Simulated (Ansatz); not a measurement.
# C (Fd-3m, 2 atoms in the cell): modes against biaxial strain in the (111) plane

Aim: how do the optical modes of C (Fd-3m, 2 atoms in the cell) shift and split under this strain?

Method: DFT LDA, scalar-relativistic, plane waves, PAW; PAW set soft_1, in Ansatz 0.2.0.

Most raw output is cut from this account.

## Step 1: The structure

The structure is cubic, space group Fd-3m (No. 227). Conventional cell: a = 3.567 Å, b = 3.567 Å, c = 3.567 Å, α = 90.00°, β = 90.00°, γ = 90.00°. Nearest to C lie 4 C at 1.54 Å.

Structure file:

```cif
data_structure
_symmetry_space_group_name_H-M 'Fd-3m:1'
_symmetry_Int_Tables_number 227
_cell_length_a 3.5667
_cell_length_b 3.5667
_cell_length_c 3.5667
_cell_angle_alpha 90.000
_cell_angle_beta 90.000
_cell_angle_gamma 90.000
_cell_volume 45.37
loop_
_atom_site_label
_atom_site_type_symbol
_atom_site_symmetry_multiplicity
_atom_site_Wyckoff_symbol
_atom_site_fract_x
_atom_site_fract_y
_atom_site_fract_z
_atom_site_occupancy
C1 C 8 a 0.50000 0.00000 0.50000 1
```

## Step 2: A rough relaxation first

A rough relaxation comes first, because large forces or stress need no tight tolerances yet.

File input.yaml:

```yaml
crystal:
  lattice:
    - [0.0, 1.78337, 1.78337]
    - [1.78337, 0.0, 1.78337]
    - [1.78337, 1.78337, 0.0]
  atoms:
    - { symbol: C, position: [0.5, 0.5, 0.5] }
    - { symbol: C, position: [0.75, 0.75, 0.75] }
kpoints:
  mp_grid: { grid: [10, 10, 10] }
hamiltonian:
  xc: lda
  pseudopotentials: { kind: paw, azcp: { folder: soft_1 }, xc_functional: pbe }
scf:
  occupations: { method: gaussian, width: 0.1 }
output:
  forces: true
  stress: true
  eigenvalues: true
relax:
  adjacent_minimum: "off"
  f_tol: 0.05
  max_steps: 80
  cell: { stress_tol: 0.5 }
```

Run with:

```
ansatz run input.yaml --threads 4 --pin off --max-ram 10240MiB --backend cpu --events-out ev --progress --plain --runs-dir out
```

The job ended after 1.1 s (4 threads of Arm Neoverse N1, shared host; peak memory 0.23 GiB; 3.2 s of CPU time).

Relaxation path:

| step | energy less that of the first step (eV) | largest force component (eV/Å) | pressure (GPa) | volume (Å³) |
| --- | --- | --- | --- | --- |
| 1 | 0.0000 | 0.0000 | -13.21 | 11.34 |
| 2 | -0.0128 | 0.0000 | -5.19 | 11.14 |
| 3 | -0.0155 | 0.0000 | 0.20 | 11.01 |
| 4* | -0.0141 | 0.0000 | -0.01 | 11.01 |

Relaxation steps marked * repeat the geometry before them on a plane-wave basis chosen anew for their cell, so energy and pressure can jump there.

Forces are held to the 48 operations that the run works with; a distortion that breaks them can't arise in this run.

| conventional cell, symmetrised | before | after | change |
| --- | --- | --- | --- |
| a (Å) | 3.567 | 3.531 | -1.0 % |
| b (Å) | 3.567 | 3.531 | -1.0 % |
| c (Å) | 3.567 | 3.531 | -1.0 % |
| volume (Å³/atom) | 5.67 | 5.51 | -2.9 % |

Final coordinates:

```xyz
2
Lattice="0.0000 1.7657 1.7657 1.7657 0.0000 1.7657 1.7657 1.7657 0.0000" Properties=species:S:1:pos:R:3 pbc="T T T"
C     1.7657    1.7657    1.7657
C     2.6486    2.6486    2.6486
```

This step gave:

```yaml
pressure: -0.01498 GPa
gap_on_the_k_mesh: 4.211 eV
volume_per_atom: 5.505 Å³
```

In this step the volume went from 5.67 to 5.51 Å³/atom.

## Step 3: Relaxation

The cell and atoms are relaxed, since residual forces and stress would shift the frequencies.

File input.yaml:

```yaml
crystal:
  lattice:
    - [0.0, 1.7657494264, 1.7657494264]
    - [1.7657494264, 0.0, 1.7657494264]
    - [1.7657494264, 1.7657494264, 0.0]
  atoms:
    - { symbol: C, position: [0.5, 0.5, 0.5] }
    - { symbol: C, position: [0.75, 0.75, 0.75] }
kpoints:
  mp_grid: { grid: [12, 12, 12] }
hamiltonian:
  xc: lda
  pseudopotentials: { kind: paw, azcp: { folder: soft_1 }, xc_functional: pbe }
scf:
  occupations: { method: gaussian, width: 0.02 }
output:
  forces: true
  stress: true
  eigenvalues: true
  write_density: true
  write_potential: true
  elf: true
  volumetric_format: npy
relax:
  adjacent_minimum: "off"
  f_tol: 0.005
  max_steps: 80
  cell: { stress_tol: 0.05 }
```

Elapsed: 0.82 s, on 4 threads; peak memory 0.25 GiB.

Little changed from the start: no atom moved by 0.005 Å and no cell edge by 0.1 %.

Numbers from this step:

* pressure: -0.02143 GPa
* gap on the k-mesh: 4.202 eV

Electrostatic potential energy in the ac plane of a cell with a along [110], b along [-110] and c along [001] of the cube at fractional y = 0.000, with atoms of C within 0.2 Å of it. With pseudopotentials it is smooth inside the atoms' cores, unlike the true potential.

Ten even steps from '0' (-49 eV) to '9' (15 eV), each cell a mean:
```
14899721489972
78999977899997
99999999999999
99999999999999
99988999998899
99624899962489
98301699830169
46523654652365
03888610388861
```
Columns run along a (5.0 Å; values clipped at the 3rd and 97th percentile), rows up along c (3.5 Å), edges of the conventional cell, whose origin can differ from the input's. Atoms in or near the plane, at fractional coordinates: C at (0.00, 0.00), C at (0.50, 0.00), C at (0.25, 0.25), C at (0.75, 0.25).

ELF in the ac plane of a cell with a along [110], b along [-110] and c along [001] of the cube at fractional y = 0.000, with atoms of C within 0.2 Å of it. It is the smooth field of the valence electrons, not physical close to the nuclei.

Ten even steps from '0' (0.03) to '9' (0.90), each cell a mean:
```
25423532542353
64100356410035
21000022100002
00011000001100
01354200135420
13544421354442
57512765751276
69857986985798
16867831686783
```
Columns run along a (5.0 Å), rows up along c (3.5 Å), edges of the conventional cell, whose origin can differ from the input's. Atoms in or near the plane, at fractional coordinates: C at (0.00, 0.00), C at (0.50, 0.00), C at (0.25, 0.25), C at (0.75, 0.25).

Valence density in the ac plane of a cell with a along [110], b along [-110] and c along [001] of the cube at fractional y = 0.000, with atoms of C within 0.2 Å of it. It is the smooth field of the valence electrons, not physical close to the nuclei.

Ten even steps from '0' (0.1 e/Å³) to '9' (1.8 e/Å³), each cell a mean:
```
96211489621148
52000145200014
10000011000001
00000000000000
00232100023210
01587310158731
24899632489963
78999987899998
99645799964579
```
Columns run along a (5.0 Å), rows up along c (3.5 Å), edges of the conventional cell, whose origin can differ from the input's. Atoms in or near the plane, at fractional coordinates: C at (0.00, 0.00), C at (0.50, 0.00), C at (0.25, 0.25), C at (0.75, 0.25).

In this step the volume went from 5.51 to 5.51 Å³/atom.

## Step 4: Tight relaxation

Phonons need small forces and stress, so the relaxation is finished with tight tolerances on 12×12×12 k points.

input.yaml, the sections that differ from step 3:

```yaml
scf:
  occupations: { method: fixed }
output:
  forces: true
  stress: true
  eigenvalues: true
relax:
  adjacent_minimum: "off"
  f_tol: 0.001
  max_steps: 60
  cell: { stress_tol: 0.01 }
# crystal, kpoints, hamiltonian: as in step 3
```

The job ended after 0.94 s (4 threads; peak memory 0.24 GiB).

Little changed from the start: no atom moved by 0.005 Å and no cell edge by 0.1 %.

This step gave:

```
pressure : -0.008565 GPa
```

The forces vanish by symmetry and the pressure is -0.009 GPa, within the tolerances set. The cell now holds 5.51 Å³/atom.

## Step 5: Modes at rest

The modes at rest are the reference of the series, and the response to a field gives the dielectric tensor and the Born charges.

input.yaml, the sections that differ from step 4:

```yaml
crystal:
  lattice:
    - [0.0, 1.7657332856, 1.7657332856]
    - [1.7657332856, 0.0, 1.7657332856]
    - [1.7657332856, 1.7657332856, 0.0]
  atoms:
    - { symbol: C, position: [0.5, 0.5, 0.5] }
    - { symbol: C, position: [0.75, 0.75, 0.75] }
output:
  eigenvalues: true
phonons:
  method: dfpt
  dielectric: true
  rigid_motions: translations
# kpoints, hamiltonian, scf: as in step 4
# relax: removed
```

It took 9.8 s on 4 threads; peak memory 0.41 GiB.

Numbers from this step:

```
sum-rule residual before enforcement                    : 4.92e-4 eV/Å²
miss of the charge sum rule                             : 3.66e-4 e
estimated error of the dielectric tensor                : 0.01503
estimated error of the Born charges                     : 0.004274 e
point group                                             : m-3m
highest optical mode at the zone centre (no LO-TO term) : 1323 cm⁻¹
lowest optical zone-centre mode                         : 1323 cm⁻¹
mean high-frequency dielectric constant                 : 5.764
largest Born charge (third of the trace)                : 0 e
mean static dielectric constant                         : 5.764
top of the zone-centre spectrum with the field          : 1323 cm⁻¹
```

Patterns of degenerate modes are one choice out of their space. Modes at Γ:

| mode | frequency (cm⁻¹) | symmetry |
| --- | --- | --- |
| 1 | 0.0 | acoustic |
| 2 | 0.0 | acoustic |
| 3 | 0.0 | acoustic |
| 4 | 1322.6 | T2g |
| 5 | 1322.6 | T2g |
| 6 | 1322.6 | T2g |

Displacements in mode 4 (1322.6 cm⁻¹), the largest set to 1:
```
C1   0.00  0.00 -1.00
C2   0.00  0.00  1.00
```

Optical modes at the zone centre, without and with the macroscopic field of the longitudinal modes; each column is sorted by frequency, so a row need not hold one and the same mode. Modes with and without the field, by row:

| rank among optical modes | no field (cm⁻¹) | q along (1, 0, 0) (cm⁻¹) |
| --- | --- | --- |
| 1 | 1323 | 1323 |
| 2 | 1323 | 1323 |
| 3 | 1323 | 1323 |

The Born charge (rows field, columns displacement) vanishes on all sites.

High-frequency dielectric tensor:

```
5.76 0.00 0.00
0.00 5.76 0.00
0.00 0.00 5.76
```

Static dielectric tensor (ions relaxed, fixed cell):

```
5.76 0.00 0.00
0.00 5.76 0.00
0.00 0.00 5.76
```

Before it was imposed, the acoustic sum rule was missed by 4.9e-4 eV/Å² and the charge sum rule by 3.7e-4 e. Small misses are needed for a sound result but don't prove that mesh and cutoff are converged. The lowest optical mode is real, 1323 cm⁻¹.

## Step 6: A member of the series: biaxial strain of +4 % in the (111) plane

The cell takes a biaxial strain of +4 % in the (111) plane. The strained lengths are held, while the rest of the cell and the atoms relax.

input.yaml, the sections that differ from step 5:

```yaml
crystal:
  lattice:
    - [-0.0508560061, 1.7855066109, 1.7855066109]
    - [1.7855066109, -0.0508560061, 1.7855066109]
    - [1.7855066109, 1.7855066109, -0.0508560061]
  atoms:
    - { symbol: C, position: [0.4997764945, 0.4997764945, 0.4997764945] }
    - { symbol: C, position: [0.7502235055, 0.7502235055, 0.7502235055] }
  conventional_axes: [[-1, 1, 0], [0, -1, 1], [1, 1, 1]]
output:
  forces: true
  stress: true
  eigenvalues: true
relax:
  adjacent_minimum: "off"
  f_tol: 0.001
  max_steps: 60
  cell: { stress_tol: 0.01, fix: [a, b, gamma] }
# kpoints, hamiltonian, scf: as in step 5
# phonons: removed
```

The job ended after 4.7 s (4 threads; peak memory 0.27 GiB; 17 s of CPU time).

Little changed from the start: no atom moved by 0.005 Å and no cell edge by 0.1 %.

This step gave:

```yaml
pressure: -29.38 GPa
gap_on_the_k_mesh: 3.937 eV
volume_per_atom: 5.930 Å³
```

The largest force component left is 0.25 meV/Å.

## Step 7: Modes of this member: biaxial strain of +4 % in the (111) plane

The zone-centre modes follow for biaxial strain of +4 % in the (111) plane, with the response to a field.

input.yaml, the sections that differ from step 6:

```yaml
crystal:
  lattice:
    - [-0.0519935069, 1.7843691101, 1.7843691101]
    - [1.7843691101, -0.0519935069, 1.7843691101]
    - [1.7843691101, 1.7843691101, -0.0519935069]
  atoms:
    - { symbol: C, position: [0.4997464188, 0.4997464188, 0.4997464188] }
    - { symbol: C, position: [0.7502535812, 0.7502535812, 0.7502535812] }
output:
  eigenvalues: true
phonons:
  method: dfpt
  dielectric: true
  rigid_motions: translations
# kpoints, hamiltonian, scf: as in step 6
# relax: removed
```

Wall time 12 s (4 threads); peak memory 0.48 GiB; 43 s of CPU time.

Numbers from this step:

* sum-rule residual before enforcement: 1.26e-4 eV/Å²
* miss of the charge sum rule: 5.67e-4 e
* estimated error of the dielectric tensor: 0.01601
* estimated error of the Born charges: 0.004425 e
* point group: -3m
* highest optical mode at the zone centre (no LO-TO term): 1305 cm⁻¹
* lowest optical zone-centre mode: 1185 cm⁻¹
* mean high-frequency dielectric constant: 5.924
* mean static dielectric constant: 5.924
* top of the zone-centre spectrum with the field: 1305 cm⁻¹

Patterns of degenerate modes are one choice out of their space. Modes at Γ:

| mode | frequency (cm⁻¹) | symmetry |
| --- | --- | --- |
| 1 | 0.0 | acoustic |
| 2 | 0.0 | acoustic |
| 3 | 0.0 | acoustic |
| 4 | 1185.3 | Eg |
| 5 | 1185.3 | Eg |
| 6 | 1304.9 | A1g |

Displacements in mode 5 (1185.3 cm⁻¹), the largest set to 1:
```
C1  -1.00  0.50  0.50
C2   1.00 -0.50 -0.50
```

Displacements in mode 6 (1304.9 cm⁻¹), the largest set to 1:
```
C1   1.00  1.00  1.00
C2  -1.00 -1.00 -1.00
```

The lowest optical mode is real, 1185 cm⁻¹, and the highest lies at 1304.9 cm⁻¹.

For the mean static dielectric tensor (ions relaxed, fixed cell), step 5 gave 5.76; this run, with strain 4 %, gives 5.92 (+3 %).

## Step 8: Relaxation of a member: biaxial strain of -4 % in the (111) plane

The cell takes a biaxial strain of -4 % in the (111) plane. The strained lengths are held, while the rest of the cell and the atoms relax.

input.yaml, the sections that differ from step 7:

```yaml
crystal:
  lattice:
    - [0.0514039236, 1.7465078779, 1.7465078779]
    - [1.7465078779, 0.0514039236, 1.7465078779]
    - [1.7465078779, 1.7465078779, 0.0514039236]
  atoms:
    - { symbol: C, position: [0.5004603581, 0.5004603581, 0.5004603581] }
    - { symbol: C, position: [0.7495396419, 0.7495396419, 0.7495396419] }
  conventional_axes: [[-1, 1, 0], [0, -1, 1], [1, 1, 1]]
output:
  forces: true
  stress: true
  eigenvalues: true
relax:
  adjacent_minimum: "off"
  f_tol: 0.001
  max_steps: 60
  cell: { stress_tol: 0.01, fix: [a, b, gamma] }
# kpoints, hamiltonian, scf: as in step 7
# phonons: removed
```

Run time: 5 s. Hardware: 4 threads; peak memory 0.27 GiB; 18 s of CPU time.

Relaxation path:

| step | energy less that of the first step (eV) | largest force component (eV/Å) | pressure (GPa) | volume (Å³) |
| --- | --- | --- | --- | --- |
| 1 | 0.0000 | 0.0591 | 43.03 | 10.18 |
| 2 | -0.0001 | 0.0224 | 42.24 | 10.20 |
| 3 | -0.0001 | 0.0053 | 42.12 | 10.20 |
| 4 | -0.0001 | 0.0004 | 42.18 | 10.20 |
| 5 | -0.0001 | 0.0002 | 42.19 | 10.20 |
| 6* | -0.0002 | 0.0002 | 42.20 | 10.20 |
| 7 | -0.0002 | 0.0001 | 42.17 | 10.20 |
| 8* | -0.0002 | 0.0001 | 42.17 | 10.20 |

Relaxation steps marked * repeat the geometry before them on a plane-wave basis chosen anew for their cell, so energy and pressure can jump there.

The run keeps the 12 symmetry operations that it works with, so distortions that break them were not tested.

| conventional cell, symmetrised | before | after | change |
| --- | --- | --- | --- |
| a (Å) | 2.397 | 2.397 | +0.0 % |
| b (Å) | 2.397 | 2.397 | +0.0 % |
| c (Å) | 6.139 | 6.147 | +0.1 % |
| volume (Å³/atom) | 5.09 | 5.10 | +0.1 % |

The relaxed structure:

```cif
data_structure
_symmetry_space_group_name_H-M 'P 1'
_symmetry_Int_Tables_number 1
_cell_length_a 2.4727
_cell_length_b 2.4727
_cell_length_c 2.4727
_cell_angle_alpha 57.991
_cell_angle_beta 57.991
_cell_angle_gamma 57.991
_cell_volume 10.20
loop_
_atom_site_label
_atom_site_type_symbol
_atom_site_fract_x
_atom_site_fract_y
_atom_site_fract_z
_atom_site_occupancy
C1 C 0.50067 0.50067 0.50067 1
C2 C 0.74933 0.74933 0.74933 1
```

Numbers from this step:

```
pressure          : 42.17 GPa
gap on the k-mesh : 4.111 eV
volume per atom   : 5.099 Å³
```

The largest force component left is 0.068 meV/Å.

## Step 9: Zone-centre modes of the member: biaxial strain of -4 % in the (111) plane

The zone-centre modes follow for biaxial strain of -4 % in the (111) plane, with the response to a field.

input.yaml, the sections that differ from step 8:

```yaml
crystal:
  lattice:
    - [0.0529620311, 1.7480659854, 1.7480659854]
    - [1.7480659854, 0.0529620311, 1.7480659854]
    - [1.7480659854, 1.7480659854, 0.0529620311]
  atoms:
    - { symbol: C, position: [0.5006729346, 0.5006729346, 0.5006729346] }
    - { symbol: C, position: [0.7493270654, 0.7493270654, 0.7493270654] }
output:
  eigenvalues: true
phonons:
  method: dfpt
  dielectric: true
  rigid_motions: translations
# kpoints, hamiltonian, scf: as in step 8
# relax: removed
```

It took 13 s on 4 threads; peak memory 0.46 GiB; 49 s of CPU time.

Numbers from this step:

```
sum-rule residual before enforcement                    : 1.32e-4 eV/Å²
miss of the charge sum rule                             : 2.24e-4 e
estimated error of the dielectric tensor                : 0.01467
estimated error of the Born charges                     : 0.004168 e
highest optical mode at the zone centre (no LO-TO term) : 1465 cm⁻¹
lowest optical zone-centre mode                         : 1354 cm⁻¹
mean high-frequency dielectric constant                 : 5.710
mean static dielectric constant                         : 5.710
top of the zone-centre spectrum with the field          : 1465 cm⁻¹
```

Patterns of degenerate modes are one choice out of their space. Modes at Γ:

| mode | frequency (cm⁻¹) | symmetry |
| --- | --- | --- |
| 1 | 0.0 | acoustic |
| 2 | 0.0 | acoustic |
| 3 | 0.0 | acoustic |
| 4 | 1353.8 | A1g |
| 5 | 1464.7 | Eg |
| 6 | 1464.7 | Eg |

The lowest optical mode is real, 1354 cm⁻¹, and the highest lies at 1464.7 cm⁻¹.

## Step 10: The series together

The members are set side by side, also those not shown above.

Stress is positive in compression; energies are extrapolated to zero smearing, and E0 is that at rest; the axis is the normal of the plane; the edges not held and the atoms are relaxed in each cell. State of the crystal along the series:

| strain (%) | in-plane stress (GPa) | free strain along [111] (%) | E - E0 (meV/atom) | gap on mesh (eV) | ε∞ along the axis | ε∞ across the axis, mean |
| --- | --- | --- | --- | --- | --- | --- |
| -4 | 63.26 | 0.4991 | 80.05 | 4.111 | 6.013 | 5.558 |
| -3 | 45.38 | 0.3668 | 43.93 | 4.197 | 5.945 | 5.599 |
| -2 | 28.92 | 0.2389 | 19.09 | 4.24 | 5.88 | 5.647 |
| -1 | 13.82 | 0.1174 | 4.646 | 4.229 | 5.819 | 5.702 |
| 0 | -0.008565 | 0 | 0 | 4.202 | 5.764 | 5.764 |
| 1 | -12.64 | -0.1126 | 4.427 | 4.131 | 5.715 | 5.833 |
| 2 | -24.15 | -0.2193 | 17.34 | 4.07 | 5.671 | 5.909 |
| 3 | -34.6 | -0.3202 | 38.01 | 4.017 | 5.635 | 5.992 |
| 4 | -44.07 | -0.4169 | 65.94 | 3.937 | 5.605 | 6.083 |

Optical modes are counted from below at rest and tracked from member to member by their patterns, and modes that stay within 0.3 cm⁻¹ of each other stand once; labels, where given, are those at rest; the edges not held and the atoms are relaxed in each cell. Optical modes along the series:

| strain (%) | optical mode 1 T2g, doublet (cm⁻¹) | optical mode 2 T2g, singlet (cm⁻¹) |
| --- | --- | --- |
| -4 | 1465 | 1354 |
| -3 | 1429 | 1344 |
| -2 | 1393 | 1336 |
| -1 | 1358 | 1329 |
| 0 | 1323 | 1323 |
| 1 | 1288 | 1317 |
| 2 | 1253 | 1313 |
| 3 | 1219 | 1309 |
| 4 | 1185 | 1305 |

Value and slope at zero strain of a cubic (a lower polynomial where under five rows exist) through the rows within 2 % of rest. Slopes at rest:

| mode | frequency (cm⁻¹) | shift per percent of strain (cm⁻¹) | shift per GPa of compressive stress (cm⁻¹) |
| --- | --- | --- | --- |
| optical mode 1 T2g, doublet | 1323 | -35.11 | 2.66 |
| optical mode 2 T2g, singlet | 1323 | -5.73 | 0.43 |

## Step 11: What came out

```json
{
  "members": "9",
  "highest optical mode at the zone centre (no LO-TO term), at rest": "1323 cm⁻¹",
  "biaxial modulus in the (111) plane": "1322 GPa",
  "optical mode 1 T2g, doublet, shift per percent": "-35.11 cm⁻¹",
  "optical mode 2 T2g, singlet, shift per percent": "-5.73 cm⁻¹"
}
```

In words: The stress changes by 13.22 GPa for each percent, a biaxial modulus of 1322 GPa in the (111) plane. For each percent the free edge responds with -0.12 %. The strain lowers the symmetry: the level at 1322.6 cm⁻¹ splits, into 1464.7 and 1353.8 cm⁻¹ at -4 %. The fastest shift in the table of slopes is -35.1 cm⁻¹ for each percent (optical mode 1 T2g, doublet), or 2.7 cm⁻¹ for each GPa of compressive stress. For small strain, the measured shift of a line that Raman or infrared light can see, divided by its slope, estimates the stress, if the state of stress is of this kind. These are harmonic frequencies at zero temperature: anharmonic shifts, linewidths and thermal expansion are left out. The PAW files were made for PBE; the program adapts parts of them to the functional of the run, but their partial waves stay those of PBE, an approximation that was not tested in this session. Only the zone centre was solved, so an instability at another wavevector cannot show here.

[Logs are printed without paths, hosts, clocks, repeated set-up lines and the standing remarks that a program may print on its own settings, such as how far it seeks lower states.]

[Hosts, paths, dates, database ids (printed as entryN), source tags and the programs' standing remarks are cut or masked in the printed files.]
